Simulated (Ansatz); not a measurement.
# Pt3PbC (Pm-3m): following an unstable mode, part 2 of 3

Wanted: the energy along a soft mode of Pt3PbC (Pm-3m) and the structure at the end.

Ansatz 0.2.0; DFT PBEsol, scalar-relativistic, plane waves, PAW; PAW set soft_1.

So far, highest frequency on the path or at a solved wavevector (cm⁻¹): step 2 (phonons on a q mesh) 540. Also lowest frequency on the path (cm⁻¹): step 2 -127.

### 4. The mode frozen in, largest atomic shift 0.22 Å

The atoms are moved along the unstable eigenvector, the largest shift by 0.22 Å, with the cell fixed.

input.yaml

```yaml
crystal:
  lattice:
    - [4.2811329647, 0.0, 0.0]
    - [0.0, 4.2811329647, 0.0]
    - [0.0, 0.0, 4.2811329647]
  atoms:
    - { symbol: Pt, position: [0.0, 0.5052575845, 0.5052575845] }
    - { symbol: Pt, position: [0.5, 0.5052575845, -0.0087756871] }
    - { symbol: Pt, position: [0.5, -0.0087756871, 0.5052575845] }
    - { symbol: Pb, position: [0.0, 0.0004686222, 0.0004686222] }
    - { symbol: C, position: [0.5, 0.4636630086, 0.4636630086] }
kpoints:
  mp_grid: { grid: [8, 8, 8] }
hamiltonian:
  xc: pbesol
  pseudopotentials: { kind: paw, azcp: { folder: soft_1 }, xc_functional: pbe }
scf:
  occupations: { method: methfessel_paxton, width: 0.2 }
output:
  forces: true
  stress: true
  eigenvalues: true
```

The run is started by

```sh
$ ansatz run input.yaml --threads 4 --pin off --max-ram 10240MiB --backend cpu --events-out ev --progress --plain --runs-dir out
```

Numbers of over 12 decimals in the logs are rounded to 6 here.

The program printed:

```text
[...]
Crystal: 5 atoms, lattice volume = 78.465 Å³
Basis set: ecut = 420 eV, 1551 PW (Γ), exchange–correlation on 60×60×60 points (8 copies of the dense FFT grid, shifted against one another)
Bands: 44, of which v1, the nominal top of the filled ones, is band 36 counted from 1 (35 counted from 0)
Symmetry: 4 space group operations
[...]
k-points: 105 of 512 (time reversal used)
[...]
k-point 0: bands = [... 32 lower, 17.8642, 17.9040, 17.9354, 17.9377, 18.8249, 19.7624, 19.8806, 19.8867, ... 4 higher]
  k-point 1: bands = [... 32 lower, 17.8096, 17.9144, 17.9683, 18.0610, 18.4681, 20.0589, 20.1534, 20.6460, ... 4 higher]
  k-point 2: bands = [... 32 lower, 17.4618, 17.9187, 18.1844, 18.3823, 18.5627, 20.6888, 20.8483, 21.2612, ... 4 higher]
  k-point 104: bands = [... 32 lower, 16.7942, 17.7485, 17.7565, 17.7591, 17.9076, 19.6182, 19.6951, 19.7225, ... 4 higher]
[key lines of the parts left out:]
SCF converged after 8 iterations
Free energy (F): -49158.098018 eV
Fermi energy:    18.522731 eV
P = ⅓ Tr σ = 0.5830 GPa (5.830 kbar)
```

The job ended after 6.8 s (4 threads of Arm Neoverse V2, shared host; peak memory 0.52 GiB).

This step gave:

| Quantity | Value |
| --- | --- |
| pressure | 0.5830 GPa |
| energy from the undistorted cell | -5.411 meV/atom |

The energy, extrapolated to zero smearing, is -5.41 meV/atom against the undistorted cell.

The run ends at a pressure of 0.58 GPa, with forces up to 0.49 eV/Å.

### 5. Energy along the mode, all amplitudes (two of the runs are shown above)

An imaginary frequency means negative curvature, so the energy should fall and then rise again as anharmonic terms take over.

This step gave:

```yaml
depth_at_the_lowest_point_sampled: 5.411 meV/atom
largest_atomic_shift_at_that_point: 0.22 Å
```

Table of energy from the parent by largest atomic shift:

```
largest atomic shift (Å)  energy from the parent (meV/atom)
                   0.000                                  0
                   0.040                             -0.286
                   0.080                              -1.11
                   0.140                              -3.06
                   0.220                              -5.41
                   0.320                              -3.41
                   0.450                               14.7
```

Displacement at unit largest shift by atom:

```
atom  x (Å)   y (Å)   z (Å)   size
 Pt1  0.000   0.102   0.102  0.144
 Pt2  0.000   0.102  -0.171  0.199
 Pt3  0.000  -0.171   0.102  0.199
 Pb4  0.000   0.009   0.009  0.013
  C5  0.000  -0.707  -0.707  1.000
```

The lowest of the steps tried is at 0.22 Å, 5.41 meV/atom below the parent; the bottom of the well need not coincide with a step.

### 6. Relaxation from the frozen mode

Starting from the lowest point found, all atoms and the cell are let go, so that strain and other modes of the same symmetry can join in.

input.yaml, as its differences from that of step 4:

```diff
@@ -22 +22,6 @@
   eigenvalues: true
+relax:
+  adjacent_minimum: "off"
+  f_tol: 0.002
+  max_steps: 120
+  cell: { stress_tol: 0.03 }
```

The program printed:

```text
[...]
Crystal: 5 atoms, lattice volume = 78.465 Å³
Basis set: ecut = 420 eV, 1551 PW (Γ), exchange–correlation on 60×60×60 points (8 copies of the dense FFT grid, shifted against one another)
Bands: 44, of which v1, the nominal top of the filled ones, is band 36 counted from 1 (35 counted from 0)
Symmetry: 4 space group operations
[...]
k-points: 105 of 512 (time reversal used)
[...]
SCF iter   1: F=—  HF=-49159.583876 eV  |F-HF|=—  |Δ(HF+E_count)|=         —  Δρ=8.22e-2  dr2=6.14e0  ethr=3.10e-3  ⟨swp⟩=6.4  Hψ=16876  notcnv=0
[...]
SCF iter   8: F=-49158.098018 eV  HF=-49158.098018 eV  |F-HF|=4.68e-9  |Δ(HF+E_count)|=   7.76e-8  S|Δr|=    0.00e0  Δρ=4.06e-6  dr2=1.12e-8  ethr=1.39e-10  ⟨swp⟩=11.4  Hψ=21773  notcnv=0
SCF 1 converged in 8 iterations: F = -49158.098018 eV  dr2 = 1.12e-8
[...]
relax step   1: F+E_penalty+E_count = -49158.09801844 eV  Δ(F+E_penalty+E_count) = +0.000e0 eV  max|allowed force component| = 4.568e-1 eV/Å  Δτ_max = 0.0000 Å  P = +0.583 GPa  Ω = 78.465 Å³  (8 SCF iters, dr2 threshold 1.00e-7 eV, accepted)
Crystal: 5 atoms, lattice volume = 78.318 Å³
Basis set: ecut = 420 eV, 1531 PW (Γ), exchange–correlation on 60×60×60 points (8 copies of the dense FFT grid, shifted against one another)
[...]
SCF iter   5: F=-49158.140826 eV  HF=-49158.140826 eV  |F-HF|=2.21e-7  |Δ(HF+E_count)|=   1.20e-6  S|Δr|=    0.00e0  Δρ=1.41e-5  dr2=3.05e-7  ethr=6.94e-10  ⟨swp⟩=7.7  Hψ=21032  notcnv=0
SCF 2 converged in 5 iterations: F = -49158.140826 eV  dr2 = 3.05e-7
relax step   2: F+E_penalty+E_count = -49158.14082577 eV  Δ(F+E_penalty+E_count) = -4.281e-2 eV  max|allowed force component| = 1.839e-1 eV/Å  Δτ_max = 0.0397 Å  P = +0.423 GPa  Ω = 78.318 Å³  energy of the carried Pulay correction = +8.636e-5 eV  (5 SCF iters, dr2 threshold 5.00e-7 eV, accepted)
Crystal: 5 atoms, lattice volume = 78.120 Å³
Basis set: ecut = 420 eV, 1523 PW (Γ), exchange–correlation on 60×60×60 points (8 copies of the dense FFT grid, shifted against one another)
[...]
SCF iter   6: F=-49158.167405 eV  HF=-49158.167405 eV  |F-HF|=1.21e-7  |Δ(HF+E_count)|=   5.56e-7  S|Δr|=    0.00e0  Δρ=1.19e-5  dr2=1.87e-7  ethr=6.94e-10  ⟨swp⟩=7.1  Hψ=20637  notcnv=0
SCF 3 converged in 6 iterations: F = -49158.167405 eV  dr2 = 1.87e-7
[...]
relax step   3: F+E_penalty+E_count = -49158.16740536 eV  Δ(F+E_penalty+E_count) = -2.658e-2 eV  max|allowed force component| = 5.111e-1 eV/Å  Δτ_max = 0.1278 Å  P = -0.121 GPa  Ω = 78.120 Å³  energy of the carried Pulay correction = +2.032e-4 eV  (6 SCF iters, dr2 threshold 5.00e-7 eV, accepted)
[... from here on, the SCF cycles and remarks between the steps are left out ...]
relax step   4: F+E_penalty+E_count = -49158.19024322 eV  Δ(F+E_penalty+E_count) = -2.284e-2 eV  max|allowed force component| = 1.846e-1 eV/Å  Δτ_max = 0.0636 Å  P = -0.620 GPa  Ω = 78.417 Å³  energy of the carried Pulay correction = +2.823e-5 eV  (6 SCF iters, dr2 threshold 5.00e-7 eV, accepted)
relax step   5: F+E_penalty+E_count = -49158.20287964 eV  Δ(F+E_penalty+E_count) = -1.264e-2 eV  max|allowed force component| = 1.457e-1 eV/Å  Δτ_max = 0.0298 Å  P = +0.553 GPa  Ω = 77.853 Å³  energy of the carried Pulay correction = +3.609e-4 eV  (5 SCF iters, dr2 threshold 5.00e-7 eV, accepted)
relax step   6: F+E_penalty+E_count = -49158.19877521 eV  Δ(F+E_penalty+E_count) = +4.104e-3 eV  max|allowed force component| = 1.347e-1 eV/Å  Δτ_max = 0.0829 Å  P = -0.176 GPa  Ω = 77.966 Å³  energy of the carried Pulay correction = +2.941e-4 eV  (6 SCF iters, dr2 threshold 5.00e-7 eV, rejected (line search))
relax step   7: F+E_penalty+E_count = -49158.21158049 eV  Δ(F+E_penalty+E_count) = -8.701e-3 eV  max|allowed force component| = 3.490e-2 eV/Å  Δτ_max = 0.0391 Å  P = +0.100 GPa  Ω = 78.008 Å³  energy of the carried Pulay correction = +2.691e-4 eV  (9 SCF iters, accepted)
relax step   8: F+E_penalty+E_count = -49158.21248526 eV  Δ(F+E_penalty+E_count) = -9.048e-4 eV  max|allowed force component| = 2.851e-2 eV/Å  Δτ_max = 0.0186 Å  P = -0.055 GPa  Ω = 78.037 Å³  energy of the carried Pulay correction = +2.522e-4 eV  (5 SCF iters, dr2 threshold 5.00e-7 eV, accepted)
relax step   9: F+E_penalty+E_count = -49158.21236189 eV  Δ(F+E_penalty+E_count) = +1.234e-4 eV  max|allowed force component| = 3.854e-2 eV/Å  Δτ_max = 0.0137 Å  P = +0.008 GPa  Ω = 78.010 Å³  energy of the carried Pulay correction = +2.677e-4 eV  (5 SCF iters, dr2 threshold 5.08e-8 eV, rejected (line search))
relax step  10: F+E_penalty+E_count = -49158.21281904 eV  Δ(F+E_penalty+E_count) = -3.338e-4 eV  max|allowed force component| = 5.086e-3 eV/Å  Δτ_max = 0.0068 Å  P = -0.015 GPa  Ω = 78.026 Å³  energy of the carried Pulay correction = +2.582e-4 eV  (8 SCF iters, accepted)
relax step  11: F+E_penalty+E_count = -49158.21283911 eV  Δ(F+E_penalty+E_count) = -2.007e-5 eV  max|allowed force component| = 1.430e-3 eV/Å  Δτ_max = 0.0012 Å  P = +0.000 GPa  Ω = 78.018 Å³  energy of the carried Pulay correction = +2.630e-4 eV  (4 SCF iters, dr2 threshold 3.28e-9 eV, accepted)
relax step  12: F+E_penalty+E_count = -49158.21413374 eV  Δ(F+E_penalty+E_count) = -1.295e-3 eV  max|allowed force component| = 1.203e-3 eV/Å  Δτ_max = 0.0000 Å  P = +0.026 GPa  Ω = 78.018 Å³  stress off target by 9.30e-2 GPa  SCF on the basis re-selected at this cell (its energy is not comparable with the rows above)  (5 SCF iters)
relax step  13: F+E_penalty+E_count = -49158.21414571 eV  Δ(F+E_penalty+E_count) = -1.197e-5 eV  max|allowed force component| = 3.421e-3 eV/Å  Δτ_max = 0.0007 Å  P = -0.019 GPa  Ω = 78.036 Å³  energy of the carried Pulay correction = -1.240e-5 eV  (4 SCF iters, dr2 threshold 2.16e-8 eV, accepted)
relax step  14: F+E_penalty+E_count = -49158.21416166 eV  Δ(F+E_penalty+E_count) = -1.594e-5 eV  max|allowed force component| = 1.850e-3 eV/Å  Δτ_max = 0.0007 Å  P = +0.028 GPa  Ω = 78.014 Å³  energy of the carried Pulay correction = +1.083e-7 eV  (5 SCF iters, dr2 threshold 2.56e-9 eV, accepted)
relax step  15: F+E_penalty+E_count = -49158.21415025 eV  Δ(F+E_penalty+E_count) = +1.141e-5 eV  max|allowed force component| = 2.881e-3 eV/Å  Δτ_max = 0.0003 Å  P = -0.025 GPa  Ω = 78.034 Å³  energy of the carried Pulay correction = -1.112e-5 eV  (5 SCF iters, dr2 threshold 2.55e-9 eV, rejected (line search))
relax step  16: F+E_penalty+E_count = -49158.21415733 eV  Δ(F+E_penalty+E_count) = +4.327e-6 eV  max|allowed force component| = 1.157e-4 eV/Å  Δτ_max = 0.0001 Å  P = +0.002 GPa  Ω = 78.024 Å³  energy of the carried Pulay correction = -5.675e-6 eV  (6 SCF iters, accepted)
[...]
SCF iter   5: F=-49158.214163 eV  HF=-49158.214163 eV  |F-HF|=1.46e-11  |Δ(HF+E_count)|=  1.46e-11  S|Δr|=    0.00e0  Δρ=3.39e-8  dr2=9.52e-13  ethr=1.00e-12  ⟨swp⟩=5.8  Hψ=18280  notcnv=0
SCF 17 converged in 5 iterations: F = -49158.214163 eV  dr2 = 9.52e-13
relax step  17: F+E_penalty+E_count = -49158.21416251 eV  Δ(F+E_penalty+E_count) = -5.181e-6 eV  max|allowed force component| = 1.111e-4 eV/Å  Δτ_max = 0.0000 Å  P = +0.002 GPa  Ω = 78.024 Å³  stress off target by 3.88e-3 GPa  SCF on the basis re-selected at this cell (its energy is not comparable with the rows above)  (5 SCF iters)
[...]
SCF converged after 5 iterations
[...]
Free energy (F): -49158.214163 eV
[...]
Internal energy: -49158.218096 eV  (E = F + TS)
E sigma→0 (E₀):  -49158.215146 eV
Entropy (-TS):   0.003933 eV (0.787 meV/atom)
Fermi energy:    18.798649 eV
[...]
--- Forces (eV/Å), atoms counted from 1 ---
  atom   1  Pt    -0.00000000     0.00005771     0.00005771
  atom   2  Pt     0.00000000     0.00005386    -0.00011115
  atom   3  Pt     0.00000000    -0.00011115     0.00005386
  atom   4  Pb     0.00000000    -0.00006506    -0.00006506
  atom   5  C     -0.00000000     0.00006458     0.00006458
  max |Σ_I F_I| component: 5.47e-8 eV/Å
--- Stress (GPa, compression-positive) ---
       -0.000571       0.000000      -0.000000
        0.000000       0.003515       0.000370
       -0.000000       0.000370       0.003515
  P = ⅓ Tr σ = 0.0022 GPa (0.022 kbar)
--- Band table (eV; the first three rows and the last of 105) ---
  k-point 0: bands = [... 32 lower, 17.7211, 17.9021, 18.1310, 18.1675, 18.8054, 20.0327, 20.6430, 20.8835, ... 4 higher]
  k-point 1: bands = [... 32 lower, 17.5554, 17.9913, 18.0425, 18.3369, 18.7323, 20.2794, 21.0665, 21.1797, ... 4 higher]
  k-point 2: bands = [... 32 lower, 17.4639, 18.0330, 18.1485, 18.8222, 18.8486, 20.6897, 21.5376, 21.6753, ... 4 higher]
  k-point 104: bands = [... 32 lower, 17.0128, 17.2249, 17.9179, 18.0287, 18.0536, 19.1269, 19.6802, 20.0983, ... 4 higher]
--- Relaxed structure (15 steps of the walk, 12 accepted, 2 SCFs on fresh bases) ---
  F+E_penalty+E_count = -49158.21416251 eV   max|allowed force component| = 1.111e-4 eV/Å   (the final SCF, on the basis selected at the relaxed cell)
  cell:  # Å, volume = 78.0241 Å³
    - [4.184786, 0, 0]
    - [0, 4.326479, -0.271527]
    - [0, -0.271527, 4.326479]
  atoms:
    - { symbol: Pt, position: [0, 0.522520, 0.522520] }
    - { symbol: Pt, position: [0.5, 0.518117, -0.025111] }
    - { symbol: Pt, position: [0.5, -0.025111, 0.518117] }
    - { symbol: Pb, position: [0, 0.020159, 0.020159] }
    - { symbol: C, position: [0.5, 0.430186, 0.430186] }
```

Elapsed: 2.1 min, on 4 threads; peak memory 0.57 GiB; 8.2 min of CPU time.

The steps of the relaxation:

```
step  energy less that of the first step (eV)  largest force component (eV/Å)  pressure (GPa)  volume (Å³)
   1                                   0.0000                          0.4568            0.58        78.47
   2                                  -0.0428                          0.1839            0.42        78.32
   3                                  -0.0694                          0.5111           -0.12        78.12
   4                                  -0.0922                          0.1846           -0.62        78.42
   5                                  -0.1049                          0.1457            0.55        77.85
   6                                  -0.1008                          0.1347           -0.18        77.97
   7                                  -0.1136                          0.0349            0.10        78.01
   8                                  -0.1145                          0.0285           -0.05        78.04
   9                                  -0.1143                          0.0385            0.01        78.01
  10                                  -0.1148                          0.0051           -0.02        78.03
  11                                  -0.1148                          0.0014            0.00        78.02
 12*                                  -0.1161                          0.0012            0.03        78.02
  13                                  -0.1161                          0.0034           -0.02        78.04
  14                                  -0.1161                          0.0019            0.03        78.01
  15                                  -0.1161                          0.0029           -0.02        78.03
  16                                  -0.1161                          0.0001            0.00        78.02
 17*                                  -0.1161                          0.0001            0.00        78.02
```

Relaxation steps marked * repeat the geometry before them on a plane-wave basis chosen anew for their cell, so energy and pressure can jump there. Relaxation steps 6, 9, 15 were tried and not accepted.

The run keeps the 4 symmetry operations that it works with, so distortions that break them were not tested.

```
conventional cell, symmetrised  before  after  change
                         a (Å)   4.281  4.185  -2.3 %
                         b (Å)   6.054  6.503  +7.4 %
                         c (Å)   6.054  5.735  -5.3 %
              volume (Å³/atom)   15.69  15.60  -0.6 %
```

The atoms that moved most (Å, as changes of fractional coordinates times the final cell):

```
atom     dx      dy      dz  length
  C5  0.000  -0.136  -0.136   0.192
 Pb4  0.000   0.080   0.080   0.113
 Pt1  0.000   0.070   0.070   0.099
 Pt2  0.000   0.060  -0.074   0.095
 Pt3  0.000  -0.074   0.060   0.095
```

This step gave:

| Quantity | Value |
| --- | --- |
| pressure | 0.002153 GPa |
| volume per atom | 15.60 Å³ |

The distorted start has space group Amm2; the relaxation ends in Amm2.

### 7. The new phase in its own primitive cell

The relaxed structure is symmetrised, reduced to its primitive cell and relaxed tightly, as its phonons need.

input.yaml, the sections that differ from step 6:

```yaml
crystal:
  lattice:
    - [4.1847860465, 0.0, 0.0]
    - [0.0, 3.2512814113, 2.8672843667]
    - [0.0, -3.2512814113, 2.8672843667]
  atoms:
    - { symbol: Pt, position: [0.0, 0.5225197443, 0.5225197443] }
    - { symbol: Pt, position: [0.5, 0.5181169841, 0.9748891315] }
    - { symbol: Pt, position: [0.5, 0.9748891315, 0.5181169841] }
    - { symbol: Pb, position: [0.0, 0.0201589207, 0.0201589207] }
    - { symbol: C, position: [0.5, 0.4301863321, 0.4301863321] }
relax:
  adjacent_minimum: "off"
  f_tol: 0.001
  max_steps: 60
  cell: { stress_tol: 0.01 }
# kpoints, hamiltonian, scf, output: as in step 6
```

The program printed:

```text
[...]
Crystal: 5 atoms, lattice volume = 78.024 Å³
Basis set: ecut = 420 eV, 1499 PW (Γ), exchange–correlation on 60×60×60 points (8 copies of the dense FFT grid, shifted against one another)
Bands: 44, of which v1, the nominal top of the filled ones, is band 36 counted from 1 (35 counted from 0)
Symmetry: 4 space group operations
[...]
k-points: 105 of 512 (time reversal used)
[...]
cell:  # Å, volume = 78.0241 Å³
    - [4.1847860465, 0.0, 0.0]
    - [0.0, 3.2512814113, 2.8672843667]
    - [0.0, -3.2512814113, 2.8672843667]
  atoms:
    - { symbol: Pt, position: [0.0, 0.522520, 0.522520] }
    - { symbol: Pt, position: [0.500000, 0.518117, 0.974889] }
    - { symbol: Pt, position: [0.500000, 0.974889, 0.518117] }
    - { symbol: Pb, position: [0.0, 0.020159, 0.020159] }
    - { symbol: C, position: [0.500000, 0.430186, 0.430186] }
[key lines of the parts left out:]
SCF converged after 6 iterations
Free energy (F): -49158.214163 eV
Fermi energy:    18.798649 eV
P = ⅓ Tr σ = 0.0022 GPa (0.022 kbar)
```

Wall time 17 s (4 threads); peak memory 0.56 GiB.

Little changed from the start: no atom moved by 0.005 Å and no cell edge by 0.1 %.

Numbers from this step:

* pressure: 0.002154 GPa

The largest force component left is 0.12 meV/Å and the pressure is 0.002 GPa, within the tolerances set. The cell now holds 15.60 Å³/atom.

(Continued in part 3 of 3.)

[Logs are printed without paths, hosts, clocks, repeated set-up lines and the standing remarks that a program may print on its own settings, such as how far it seeks lower states.]

[Hosts, paths, dates, database ids (printed as entryN), source tags and the programs' standing remarks are cut or masked in the printed files.]
